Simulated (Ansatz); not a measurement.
# Cl on Nb(110): change of the work function, part 3 of 3

Wanted: Δφ(θ) for Cl/Nb(110), starting from the longbridge site.

Ansatz 0.2.0; plane-wave DFT, r2SCAN, Ansatz PAW.

So far, work function, upper face (eV): step 2 (the clean slab) 4.56; step 4 (the covered slab, k-mesh 6×6×1, coverage 0.5 ML) 4.08; step 5 (adsorbate added, k-mesh 11×11×1, coverage 1 ML) 4.68; step 7 (the slab at 0.25 ML, atoms frozen) 4.32; step 8 (the substrate of the 0.25 ML cell alone) 4.55.

**10. Where the charge went at 0.25 ML (continued)**

Planar mean, whole system less its parts. The electrons moved below z by z:

```
z (Å)  electrons moved below z (e/Å²)
    5                         -3.3e-7
    6                         -3.0e-6
    7                         -1.8e-5
    8                         -1.7e-5
    9                          5.3e-5
   10                         -1.3e-5
   11                          2.9e-6
   12                         -9.0e-5
   13                         -5.2e-5
   14                         -9.5e-5
   15                          3.1e-4
   16                         0.00151
   17                         0.00188
   18                        -0.00277
   19                         -4.2e-4
   20                          3.9e-7
   21                          1.9e-6
   22                          3.4e-7
```

**11. A changed input: basis.xc_grid = 1**

This step: plane-wave DFT, r2SCAN, Ansatz PAW (Ansatz 0.2.0).

System of this step: Cl/Nb(110). The cell holds 5 atoms: 4 Nb and 1 Cl. Cell: a = 2.858 Å, b = 2.858 Å, c = 27.159 Å, α = 90.0°, β = 90.0°, γ = 70.5°. Vacuum lies along c.

A run with a changed input: it repeats the earlier run at 1 ML with basis.xc_grid to 1.

Input file input.yaml:

```yaml
crystal:
  lattice:
    - [2.3334523779, -1.65, 0.0]
    - [2.3334523779, 1.65, 0.0]
    - [0.0, 0.0, 27.1589795112]
  atoms:
    - { symbol: Nb, position: [0.0, 0.0, 0.3313821124] }
    - { symbol: Nb, position: [0.5, 0.5, 0.4173003766] }
    - { symbol: Nb, position: [0.0, 0.0, 0.503783282] }
    - { symbol: Nb, position: [0.5, 0.5, 0.58564278] }
    - { symbol: Cl, position: [0.0, 0.0, 0.6686178876] }
kpoints:
  mp_grid: { grid: [11, 11, 1] }
hamiltonian:
  xc: r2scan
scf:
  occupations: { method: fermi_dirac, width: 0.1 }
  convergence: { dr2_threshold: 1.0e-08 }
efield:
  axis: 3
  dipole_correction: true
  ramp_position: 0.97
  ramp_width: 0.06
relax:
  f_tol: 0.02
  max_steps: 60
  constraints: [{ sites: [0, 1] }]
output:
  bader: true
  write_potential: true
  write_density: true
  volumetric_format: npy
basis:
  xc_grid: 1
```

Launch:

```sh
$ ansatz run input.yaml --threads 4 --pin off --max-ram 12288MiB --backend cpu --events-out ev --progress --plain --runs-dir out
```

It took 78 s on 4 threads of Arm Neoverse V1, shared host; peak memory 0.75 GiB.

Relaxation path:

```
step  energy less that of the first step (eV)  largest force component (eV/Å)
   1                                   0.0000                          2.6053
   2                                  -0.5324                          0.3599
   3                                  -0.5358                          0.1518
   4                                  -0.5384                          0.0254
   5                                  -0.5385                          0.0009
```

The run keeps the 4 symmetry operations that it works with, so distortions that break them were not tested.

The atoms that moved most (Å):

```
atom     dx     dy      dz  length
 Cl5  0.000  0.000  -0.228   0.228
 Nb4  0.000  0.000   0.135   0.135
 Nb3  0.000  0.000  -0.037   0.037
```

The relaxed structure:

```
Nb Cl
1.0
     2.33345   -1.65000    0.00000
     2.33345    1.65000    0.00000
     0.00000    0.00000   27.15898
Nb Cl
4 1
Direct
  0.00000 0.00000 0.33138
  0.50000 0.50000 0.41730
  0.00000 0.00000 0.50241
  0.50000 0.50000 0.59062
  0.00000 0.00000 0.66022
```

Numbers from this step:

- energy at zero smearing: -19338.2198 eV
- work function, upper face: 4.679 eV
- work function, lower face: 4.653 eV
- dipole along the normal: -0.001105 e·Å
- step between the vacuum levels: 0.02597 eV

```
                      quantity   this run  earlier run  difference
work function, upper face (eV)      4.679        4.677      0.0022
work function, lower face (eV)      4.653        4.651      0.0021
 dipole along the normal (e·Å)  -0.001105    -0.001098     -6.7e-6
```

Nothing in the table moves by 0.01 in its unit (for the dipole 0.5 % and 5e-5 e·Å). The run took 46 SCF cycles against 39.

From the first step to the last the energy fell by 0.538 eV, and the largest move was 0.23 Å (Cl5).

**12. The same run with other settings**

System of this step: Nb(110). The cell holds 4 atoms: 4 Nb. Cell: a = 2.858 Å, b = 2.858 Å, c = 25.000 Å, α = 90.0°, β = 90.0°, γ = 70.5°. Vacuum lies along c.

An input spoilt on purpose, to show how the run answers: it repeats the earlier run at 0 ML with efield.axis from 3 to 0, and scf.max_iter set to 50.

Input file input.yaml:

```yaml
crystal:
  lattice:
    - [2.3334523779, -1.65, 0.0]
    - [2.3334523779, 1.65, 0.0]
    - [0.0, 0.0, 25.0003571337]
  atoms:
    - { symbol: Nb, position: [0.0, 0.0, 0.3599948573] }
    - { symbol: Nb, position: [0.5, 0.5, 0.4533316191] }
    - { symbol: Nb, position: [0.0, 0.0, 0.5466683809] }
    - { symbol: Nb, position: [0.5, 0.5, 0.6400051427] }
kpoints:
  mp_grid: { grid: [11, 11, 1] }
hamiltonian:
  xc: r2scan
scf:
  occupations: { method: fermi_dirac, width: 0.1 }
  convergence: { dr2_threshold: 1.0e-08 }
  max_iter: 50
efield:
  axis: 0
  dipole_correction: true
  ramp_position: 0.97
  ramp_width: 0.06
relax:
  f_tol: 0.02
  max_steps: 60
  constraints: [{ sites: [0, 1] }]
output:
  write_potential: true
  write_density: true
  volumetric_format: npy
```

Wall time 0.02 s (4 threads); peak memory 0.023 GiB.

The input was rejected at the start.

The program's message: “Error: invalid value for `efield.axis`: must be in [1, 3]; got 0”

The fault put into the input: an axis of 0, outside the range 1 to 3.

**13. Summary of results**

```json
{"work function of the clean face": "4.56 eV", "work function at 0.25 ML": "4.32 eV", "work function at 0.5 ML": "4.08 eV", "work function at 1 ML": "4.68 eV", "dipole per adsorbate at 0.25 ML, positive end outwards": "0.19 D", "step of the potential from the moved charge at 0.25 ML, upper less lower side, atoms held": "-0.232 eV"}
```

**Reading.** Cl lowers the work function of Nb(110) at the lowest coverage, by 0.24 eV: the adsorbate layer has its positive end outwards. The work function passes a minimum near 0.5 ML among the coverages run and rises again. An electronegative adsorbate that lowers the work function shows that charge transfer alone doesn't fix the sign: the pushed-back electron tail of the metal and the adsorbate's own polarisation count too. At the highest coverage the adsorbates are pressed to about 2.9 Å, closer than unbonded atoms of this kind usually come, so a real layer may not reach it. The slab has 4 layers, at the tabulated experimental lattice constant, one starting site was run, and quantum-size effects of a slab this thin can reach one or two tenths of an eV.

[Logs are printed without paths, hosts, clocks, repeated set-up lines and the standing remarks that a program may print on its own settings, such as how far it seeks lower states.]

[Hosts, paths, dates, database ids (printed as entryN), source tags and the programs' standing remarks are cut or masked in the printed files.]

[Maps of the electrostatic potential energy from Ansatz leave out the sawtooth potential of an applied field or a dipole correction, so their vacuum need not be flat; planar profiles and work functions include it.]
